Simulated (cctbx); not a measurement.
## What is wrong with this refinement?

Cell a = 5.7080 Å, b = 19.9750 Å, c = 7.9330 Å, α = 90.00°, β = 90.00°, γ = 90.00°; space group Cmcm (no. 63).

Simulated single-crystal data (cctbx): Ag Kα, λ = 0.56087 Å, to d = 0.77 Å, 95 % of the full sphere, strongest reflection 5000 counts, noise from counting, a 2 % proportional error and a noise floor of 4 counts (s.d.); no absorption.

An anisotropic refinement with weights 1/σ² prints:

```text
Rint 0.052, 612 unique reflections to 0.77 A
cycle     R1     wR2    GooF  max shift (A)
   1  0.1996  0.3693   9.819   0.00605
   2  0.1991  0.3653   9.713   0.00001
final R1 0.1991 wR2 0.3653 GooF 9.713  parameters 18  data/parameter 34.0
atom        x        y        z      Ueq    occ   su(xyz)  su(Uiso or U11)
Ba1    0.50000  0.64300  0.75000   0.0036  1.000  0.00028  0.0027
I1     0.50000  0.58152  0.25000   0.0068  1.000  0.00031  0.0030
I2     0.50000  0.00000  0.00000   0.0040  1.000  0.00000  0.0029
I3     0.00000  0.68783  0.01444   0.0031  1.000  0.00053  0.0020
difference map: max 99.37 min -8.39 rms 2.66
Q1    0.0000  0.4091  0.7500    4   99.99  2.69 A from I2
Q2    0.0000  0.0881  0.2500    4   12.95  0.13 A from I1
Q3    0.0000  0.2073  0.7500    4   11.72  1.28 A from Ba1
Q4    0.0000  0.1496  0.7500    4   11.60  0.13 A from Ba1
Q5    0.0000  0.5000  0.0000    4   11.00  0.00 A from I2
Q6    0.0000  0.3149  0.5181    8   10.57  0.06 A from I3
```

**Question.** Can this result stand? If not, what is the likely fault?

Mend it. The fault: an atom left out, Co at (0, 0.5902, 1/4). Against the right model at the same level, R1 goes from 0.0177 to 0.1991 and GooF from 0.93 to 9.71 and the top difference peak, 100.0 e/Å³, lies 2.69 Å from I2. Q1 is the missing atom. With scattering power missing, scale and phases suffer, so peaks may also grow on the heavy atoms.

The compound is BaCoI4. The right model at the same level gives:

```text
Rint 0.052, 612 unique reflections to 0.77 A
cycle     R1     wR2    GooF  max shift (A)
   1  0.0191  0.0381   1.016   0.00081
   2  0.0177  0.0348   0.929   0.00000
final R1 0.0177 wR2 0.0348 GooF 0.929  parameters 22  data/parameter 27.8
atom        x        y        z      Ueq    occ   su(xyz)  su(Uiso or U11)
Ba1    0.50000  0.64331  0.75000   0.0060  1.000  0.00003  0.0002
I1     0.50000  0.58178  0.25000   0.0088  1.000  0.00003  0.0003
I2     0.50000  0.00000  0.00000   0.0054  1.000  0.00000  0.0002
I3     0.00000  0.68752  0.01442   0.0046  1.000  0.00005  0.0002
Co1    0.00000  0.59022  0.25000   0.0069  1.000  0.00007  0.0006
difference map: max 1.54 min -1.63 rms 0.33
Q1    0.0000  0.3688  0.7500    4    1.56  0.82 A from Co1
Q2    0.0000  0.1143  0.7500    4    1.34  0.58 A from Ba1
Q3    0.0000  0.2846  0.7500    4    1.25  1.95 A from I3
Q4    0.0000  0.1137  0.6068    8    1.23  1.28 A from Ba1
Q5    0.1345  0.2837  0.0867   16    1.22  1.25 A from I3
Q6    0.0000  0.3937  0.6791    8    1.22  0.65 A from Co1
```

This is a model crystal, built by substitution and not relaxed, with assumed displacement parameters.

[Middle refinement cycles are left out of these outputs.]

[Logs are printed without paths, hosts, clocks, repeated set-up lines and the standing remarks that a program may print on its own settings, such as how far it seeks lower states.]
